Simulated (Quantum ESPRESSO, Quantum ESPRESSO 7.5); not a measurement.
# Ru(0001), 4 layers: solver and mixing choices

Which eigensolver and mixing suits Ru(0001), 4 layers? The physics should not care; the clock does.

Program: Quantum ESPRESSO 7.5. Level of theory: plane-wave DFT, PBE, GBRV ultrasoft pseudopotentials. Results are calculated unless marked as measured.

### 1. Set-up

The cell holds 4 atoms: 4 Ru. Its edges and angles: a = 2.700 Å, b = 2.700 Å, c = 22.415 Å, α = 90.0°, β = 90.0°, γ = 60.0°. It derives from Ru. Vacuum lies along c.

### 2. SCF with pw.x: david, local-TF mixing, beta 0.4, history 8

The first run is the reference of the series.

Input file c0.in:

```
&control
  prefix = 'c0'
  outdir = './out'
  pseudo_dir = './pseudo'
  calculation = 'scf'
  tprnfor = .true.
/
&system
  ibrav = 0
  nat = 4
  ntyp = 1
  ecutwfc = 40
  ecutrho = 200
  occupations = 'smearing'
  smearing = 'mv'
  degauss = 0.02
  assume_isolated = 'esm'
  esm_bc = 'bc1'
/
&electrons
  conv_thr = 1e-07
  mixing_beta = 0.4
  electron_maxstep = 80
  mixing_mode = 'local-TF'
  diagonalization = 'david'
  mixing_ndim = 8
/
ATOMIC_SPECIES
  Ru  101.0700  ru_pbe_v1.2.uspp.F.UPF
CELL_PARAMETERS angstrom
  2.70000000000000 0.00000000000000 0.00000000000000
  1.35000000000000 2.33826859021798 0.00000000000000
  0.00000000000000 0.00000000000000 22.41520000000000
ATOMIC_POSITIONS crystal
  Ru  0.666666666700 0.666666666700 -0.143099325458
  Ru  0.000000000000 0.000000000000 -0.047699775153
  Ru  0.666666666700 0.666666666700 0.047699775153
  Ru  0.000000000000 0.000000000000 0.143099325458
K_POINTS automatic
  12 12 1 0 0 0
```

Started as:

```console
> OMP_NUM_THREADS=1 mpirun -n 4 pw.x -nk 4 -in c0.in > c0.out
```

Output:

```text
Program PWSCF v.7.5 starts
[citation notice left out]

     Parallel version (MPI & OpenMP), running on       4 processor cores
     Number of MPI processes:                 4
     Threads/MPI process:                     1

     MPI processes distributed on     1 nodes
[...]
Current dimensions of program PWSCF are:
     Max number of different atomic species (ntypx) = 10
     Max number of k-points (npk) =  40000
     Max angular momentum in pseudopotentials (lmaxx) =  4
     Message from routine setup:
     using ibrav=0 with symmetry is DISCOURAGED, use correct ibrav instead

     K-points division:     npool     =       4
     Subspace diagonalization in iterative solution of the eigenvalue problem:
     a serial algorithm will be used

     G-vector sticks info
     --------------------
     sticks:   dense  smooth     PW     G-vecs:    dense   smooth      PW
     Sum         361     295     91                45719    32625    6139

     Using Slab Decomposition

     bravais-lattice index     =            0
     lattice parameter (alat)  =       5.1023  a.u.
     unit-cell volume          =     954.9868 (a.u.)^3
     number of atoms/cell      =            4
     number of atomic types    =            1
     number of electrons       =        64.00
     number of Kohn-Sham states=           38
     kinetic-energy cutoff     =      40.0000  Ry
     charge density cutoff     =     200.0000  Ry
     scf convergence threshold =      1.0E-07
     mixing beta               =       0.4000
     number of iterations used =            8  local-TF  mixing
     Exchange-correlation= SLA  PW   PBE  PBE
                           (   1   4   3   4   0   0   0)

     Effective Screening Medium Method
     =================================
     Boundary Conditions: Vacuum-Slab-Vacuum
     total charge in unit cell        =   0.0000
     grid points for fit at edges     =        4

     celldm(1)=   5.102261  celldm(2)=   0.000000  celldm(3)=   0.000000
     celldm(4)=   0.000000  celldm(5)=   0.000000  celldm(6)=   0.000000

     crystal axes: (cart. coord. in units of alat)
               a(1) = (   1.000000   0.000000   0.000000 )
               a(2) = (   0.500000   0.866025   0.000000 )
               a(3) = (   0.000000   0.000000   8.301926 )

     reciprocal axes: (cart. coord. in units 2 pi/alat)
               b(1) = (  1.000000 -0.577350  0.000000 )
               b(2) = (  0.000000  1.154701  0.000000 )
               b(3) = (  0.000000  0.000000  0.120454 )

     PseudoPot. # 1 for Ru read from file:
     ./pseudo/ru_pbe_v1.2.uspp.F.UPF
     Pseudo is Ultrasoft + core correction, Zval = 16.0
     Generated by new atomic code, or converted to UPF format
     Using radial grid of  967 points,  6 beta functions with:
                l(1) =   0
                l(2) =   0
                l(3) =   1
                l(4) =   1
                l(5) =   2
                l(6) =   2
     Q(r) pseudized with  8 coefficients,  rinner =    1.300   1.300   1.300
                                                       1.300   1.300

     atomic species   valence    mass     pseudopotential
     Ru               16.00   101.07000     Ru( 1.00)

     12 Sym. Ops., with inversion, found ( 6 have fractional translation)

   Cartesian axes

     site n.     atom                  positions (alat units)
         1        Ru     tau(   1) = (   1.0000000   0.5773503  -1.1880000  )
         2        Ru     tau(   2) = (   0.0000000   0.0000000  -0.3960000  )
         3        Ru     tau(   3) = (   1.0000000   0.5773503   0.3960000  )
         4        Ru     tau(   4) = (   0.0000000   0.0000000   1.1880000  )

     number of k points=    19  Marzari-Vanderbilt smearing, width (Ry)=  0.0200
                       cart. coord. in units 2pi/alat
        k(    1) = (   0.0000000   0.0000000   0.0000000), wk =   0.0138889
        k(    2) = (   0.0000000   0.0962250   0.0000000), wk =   0.0833333
        k(    3) = (   0.0000000   0.1924501   0.0000000), wk =   0.0833333
        k(    4) = (   0.0000000   0.2886751   0.0000000), wk =   0.0833333
        k(    5) = (   0.0000000   0.3849002   0.0000000), wk =   0.0833333
        k(    6) = (   0.0000000   0.4811252   0.0000000), wk =   0.0833333
        k(    7) = (   0.0000000  -0.5773503   0.0000000), wk =   0.0416667
        k(    8) = (   0.0833333   0.1443376   0.0000000), wk =   0.0833333
        k(    9) = (   0.0833333   0.2405626   0.0000000), wk =   0.1666667
        k(   10) = (   0.0833333   0.3367877   0.0000000), wk =   0.1666667
[...]
k(   19) = (   0.3333333  -0.5773503   0.0000000), wk =   0.0277778

     Dense  grid:    45719 G-vectors     FFT dimensions: (  24,  24, 192)

     Smooth grid:    32625 G-vectors     FFT dimensions: (  24,  24, 180)

     Estimated max dynamical RAM per process >      80.86 MB

     Estimated total dynamical RAM >     289.96 MB

     Initial potential from superposition of free atoms

     starting charge      59.9999, renormalised to      64.0000

     negative rho (up, down):  3.230E-01 0.000E+00
     Starting wfcs are   52 randomized atomic wfcs

     total cpu time spent up to now is        1.1 secs

     per-process dynamical memory:    48.0 Mb

     Self-consistent Calculation

     iteration #  1     ecut=    40.00 Ry     beta= 0.40
     Davidson diagonalization with overlap
     ethr =  1.00E-02,  avg # of iterations =  2.2

     negative rho (up, down):  3.265E-01 0.000E+00

     total cpu time spent up to now is        2.9 secs

     total energy              =    -777.38884239 Ry
     estimated scf accuracy    <       4.58703669 Ry

     iteration #  2     ecut=    40.00 Ry     beta= 0.40
[...]
negative rho (up, down):  3.825E-01 0.000E+00

[...]
total energy              =    -775.69031042 Ry
     estimated scf accuracy    <       2.74833796 Ry

     iteration #  3     ecut=    40.00 Ry     beta= 0.40
[...]
negative rho (up, down):  3.634E-01 0.000E+00

[...]
total energy              =    -776.48818007 Ry
     estimated scf accuracy    <       1.29377877 Ry

     iteration #  4     ecut=    40.00 Ry     beta= 0.40
[...]
negative rho (up, down):  3.667E-01 0.000E+00

[...]
total energy              =    -776.82383987 Ry
     estimated scf accuracy    <       0.13591815 Ry

     iteration #  5     ecut=    40.00 Ry     beta= 0.40
[...]
negative rho (up, down):  3.725E-01 0.000E+00

[...]
negative rho (up, down):  3.344E-01 0.000E+00

[...]
total energy              =    -776.86781083 Ry
     estimated scf accuracy    <       0.01025635 Ry

     iteration #  9     ecut=    40.00 Ry     beta= 0.40
[...]
negative rho (up, down):  3.347E-01 0.000E+00

[...]
total energy              =    -776.87603812 Ry
     estimated scf accuracy    <       0.06505330 Ry

     iteration # 10     ecut=    40.00 Ry     beta= 0.40
[...]
negative rho (up, down):  3.138E-01 0.000E+00

[...]
total energy              =    -776.85223721 Ry
     estimated scf accuracy    <       0.04905968 Ry

     iteration # 11     ecut=    40.00 Ry     beta= 0.40
[...]
c_bands:  2 eigenvalues not converged
     c_bands:  1 eigenvalues not converged
[...]
negative rho (up, down):  3.184E-01 0.000E+00

[...]
total energy              =    -776.85449467 Ry
     estimated scf accuracy    <       0.15655496 Ry

     iteration # 12     ecut=    40.00 Ry     beta= 0.40
[...]
negative rho (up, down):  3.188E-01 0.000E+00

[...]
total energy              =    -776.87529749 Ry
     estimated scf accuracy    <       0.00809321 Ry

     iteration # 13     ecut=    40.00 Ry     beta= 0.40
[...]
negative rho (up, down):  3.178E-01 0.000E+00

[...]
total energy              =    -776.87519804 Ry
     estimated scf accuracy    <       0.00887071 Ry

     iteration # 14     ecut=    40.00 Ry     beta= 0.40
[...]
negative rho (up, down):  3.150E-01 0.000E+00

[...]
total energy              =    -776.87461748 Ry
     estimated scf accuracy    <       0.00433976 Ry

[...]
iteration # 20     ecut=    40.00 Ry     beta= 0.40
[...]
negative rho (up, down):  3.141E-01 0.000E+00

[...]
total energy              =    -776.87910562 Ry
     estimated scf accuracy    <       0.00004889 Ry

     iteration # 21     ecut=    40.00 Ry     beta= 0.40
[...]
negative rho (up, down):  3.142E-01 0.000E+00

[...]
total energy              =    -776.87913314 Ry
     estimated scf accuracy    <       0.00001614 Ry

     iteration # 22     ecut=    40.00 Ry     beta= 0.40
[...]
negative rho (up, down):  3.142E-01 0.000E+00

[...]
total energy              =    -776.87912088 Ry
     estimated scf accuracy    <       0.00000440 Ry

     iteration # 23     ecut=    40.00 Ry     beta= 0.40
[...]
negative rho (up, down):  3.142E-01 0.000E+00

[...]
total energy              =    -776.87914354 Ry
     estimated scf accuracy    <       0.00000256 Ry

     iteration # 24     ecut=    40.00 Ry     beta= 0.40
[...]
negative rho (up, down):  3.143E-01 0.000E+00

[...]
total energy              =    -776.87923655 Ry
     estimated scf accuracy    <       0.00000134 Ry

     iteration # 25     ecut=    40.00 Ry     beta= 0.40
[...]
negative rho (up, down):  3.142E-01 0.000E+00

[...]
total energy              =    -776.87919177 Ry
     estimated scf accuracy    <       0.00000045 Ry

     iteration # 26     ecut=    40.00 Ry     beta= 0.40
[...]
negative rho (up, down):  3.142E-01 0.000E+00

[...]
total energy              =    -776.87917573 Ry
     estimated scf accuracy    <       0.00000015 Ry

     iteration # 27     ecut=    40.00 Ry     beta= 0.40
[...]
negative rho (up, down):  3.142E-01 0.000E+00

[...]
End of self-consistent calculation

          k = 0.0000 0.0000 0.0000 (  4057 PWs)   bands (ev):

   -78.3669 -78.2641 -77.8362 -77.8349 -48.7033 -48.2432 -47.9111 -47.9111
   -47.8257 -47.8257 -47.7459 -47.6256 -47.3898 -47.3898 -47.3890 -47.3890
   -12.6167 -11.4275 -10.9822 -10.6674  -7.9161  -7.9161  -7.7447  -7.7447
    -7.7276  -7.7177  -7.1211  -7.1211  -7.0326  -7.0326  -6.8497  -5.9118
    -5.9118  -5.0077  -4.9030  -4.9030  -4.1372  -3.9815

          k = 0.0000 0.0962 0.0000 (  4035 PWs)   bands (ev):

   -78.3579 -78.2581 -77.8294 -77.8281 -48.6858 -48.2475 -47.9512 -47.9262
   -47.8977 -47.8358 -47.7218 -47.6328 -47.4392 -47.4360 -47.4014 -47.4006
   -12.3684 -11.1929 -10.7728 -10.4224  -8.1898  -8.0255  -7.8760  -7.7315
    -7.6869  -7.5848  -7.2644  -7.1438  -6.9600  -6.8612  -6.7987  -6.0852
    -5.9718  -5.4836  -5.2217  -4.9631  -4.6434  -4.1453

          k = 0.0000 0.1925 0.0000 (  4041 PWs)   bands (ev):

   -78.3329 -78.2419 -77.8106 -77.8097 -48.6383 -48.2838 -48.0607 -48.0266
   -47.9666 -47.8642 -47.6998 -47.6614 -47.5732 -47.5502 -47.4332 -47.4319
   -11.7129 -10.6295 -10.3108  -9.8196  -8.7072  -8.4649  -8.3361  -7.8306
    -7.6465  -7.2500  -7.2247  -7.0379  -6.9804  -6.6293  -6.5492  -6.3567
    -6.0948  -5.8588  -5.3867  -5.0643  -4.1741  -4.1583

          k = 0.0000 0.2887 0.0000 (  4075 PWs)   bands (ev):

   -78.2977 -78.2205 -77.7849 -77.7843 -48.5801 -48.4023 -48.2341 -48.0939
   -48.0204 -47.9038 -47.7593 -47.7556 -47.6787 -47.6365 -47.4765 -47.4745
   -11.0254 -10.3439 -10.1350  -9.5368  -9.1403  -8.7243  -8.6400  -7.8908
    -7.6139  -7.2527  -7.0655  -6.8463  -6.7374  -6.6675  -6.0537  -5.8220
    -5.6107  -5.1762  -5.1209  -4.9408  -4.1951  -3.6228

          k = 0.0000 0.3849 0.0000 (  4085 PWs)   bands (ev):

   -78.2606 -78.2008 -77.7590 -77.7588 -48.5782 -48.5565 -48.3494 -48.1568
   -48.0728 -47.9439 -47.9210 -47.8642 -47.6759 -47.6719 -47.5194 -47.5168
   -10.9150 -10.6611 -10.3793  -9.8218  -9.3582  -9.1563  -8.7460  -7.4921
    -7.4895  -7.2226  -7.0076  -6.4490  -6.1132  -5.4855  -5.3422  -4.7711
    -4.7283  -4.6657  -4.3432  -4.2293  -4.0760  -3.5117

          k = 0.0000 0.4811 0.0000 (  4107 PWs)   bands (ev):

   -78.2311 -78.1885 -77.7401 -77.7400 -48.6934 -48.6415 -48.3511 -48.2392
   -48.1105 -48.0204 -47.9736 -47.9167 -47.6918 -47.6757 -47.5507 -47.5476
   -11.1036 -10.9777 -10.7670 -10.0266  -9.5668  -9.4994  -8.8845  -7.6843
    -7.6581  -6.6723  -6.4678  -6.3784  -5.2373  -5.0108  -4.2783  -3.9850
    -3.8253  -3.6870  -3.6292  -3.3955  -3.2593  -3.0719

[...]
the Fermi energy is    -5.1150 ev

!    total energy              =    -776.87918028 Ry
     estimated scf accuracy    <       0.00000003 Ry
     smearing contrib. (-TS)   =       0.00100489 Ry
     internal energy E=F+TS    =    -776.88018517 Ry

     The total energy is F=E-TS. E is the sum of the following terms:
     one-electron contribution =   11922.26873410 Ry
     hartree contribution      =   -5981.06469262 Ry
     xc contribution           =    -103.54699153 Ry
     ewald contribution        =   -6614.53723512 Ry

     convergence has been achieved in  27 iterations

     negative rho (up, down):  3.142E-01 0.000E+00

     Forces acting on atoms (cartesian axes, Ry/au):

     atom    1 type  1   force =     0.00000000    0.00000000    0.01906484
     atom    2 type  1   force =     0.00000000    0.00000000   -0.02063853
     atom    3 type  1   force =     0.00000000    0.00000000    0.02063853
     atom    4 type  1   force =     0.00000000    0.00000000   -0.01906484

     Total force =     0.039735     Total SCF correction =     0.001399

[...]
=------------------------------------------------------------------------------=
   JOB DONE.
=------------------------------------------------------------------------------=
[...]
```

Elapsed: 62 s, on 4 MPI ranks of Arm Neoverse V1, shared host; peak memory 0.44 GiB.

This step gave:

- free energy: -10569.9797 eV
- Fermi energy: -5.115 eV
- vacuum line at the lower end of the cell, over the Fermi level: 5.115 eV
- vacuum line at the upper end of the cell, over the Fermi level: 5.115 eV

The potential energy, planar mean oscillates, so the rows of the table below give means over windows of 1 Å about each position, cut where the curve ends. Its maxima inside the range that stand out by 2 % of the span (Å: eV): -2.1: -1.87, 0.0: -2.04, 2.1: -1.87. Its minima: -3.1: -48.1, -1.1: -49.1, 1.1: -49.1, 3.1: -48.1.

Electrostatic potential energy of an electron; zero at the Fermi level. The potential energy, planar mean by z; means over each step:

z (Å), potential energy, planar mean (eV) and a bar from the least value:
```
      -11        5.1 ##############################
      -10        5.1 ##############################
       -9        5.1 ##############################
       -8        5.1 ##############################
       -7        5.1 ##############################
       -6        5.0 ##############################
       -5        4.2 #############################
       -4       -7.8 ####################
       -3      -32.6 ##
       -2       -6.4 ######################
       -1      -35.5 
        0       -5.5 ######################
        1      -35.5 
        2       -6.4 ######################
        3      -32.6 ##
        4       -7.8 ####################
        5        4.2 #############################
        6        5.0 ##############################
        7        5.1 ##############################
        8        5.1 ##############################
        9        5.1 ##############################
       10        5.1 ##############################
       11        5.1 ##############################
```

The program's own clock; routines nest. Time by routine:

```tsv
routine	wall time (s)	calls
PWSCF	61.28	1
electrons	59.95	1
c_bands	45.83	27
cegterg	41.28	135
h_psi	29.87	1059
fftw	27.81	36472
vloc_psi	25.92	1059
mix_rho	6.14	27
sum_band	6.09	27
ffts	4.2	2925
calbec	2.61	1214
h_psi:calbec	1.94	1059
add_vuspsi	1.93	1059
s_psi	1.9	1059
```

The vacuum levels are read from the outermost 0.7 Å of the cell on either side.

The run needed 27 iterations to bring the estimated error under 1e-07 Ry; the largest force on any atom, held or free, is 0.53 eV/Å.

Inside the slab this potential holds the local part of the pseudopotentials, which can be repulsive at the nuclei; only its value in the vacuum has a meaning of its own.

(Continued in part 2 of 4.)

[Logs are printed without paths, hosts, clocks, repeated set-up lines and the standing remarks that a program may print on its own settings, such as how far it seeks lower states.]

[Hosts, paths, dates, database ids (printed as entryN), source tags and the programs' standing remarks are cut or masked in the printed files.]

[Maps of the electrostatic potential energy from Ansatz leave out the sawtooth potential of an applied field or a dipole correction, so their vacuum need not be flat; planar profiles and work functions include it.]
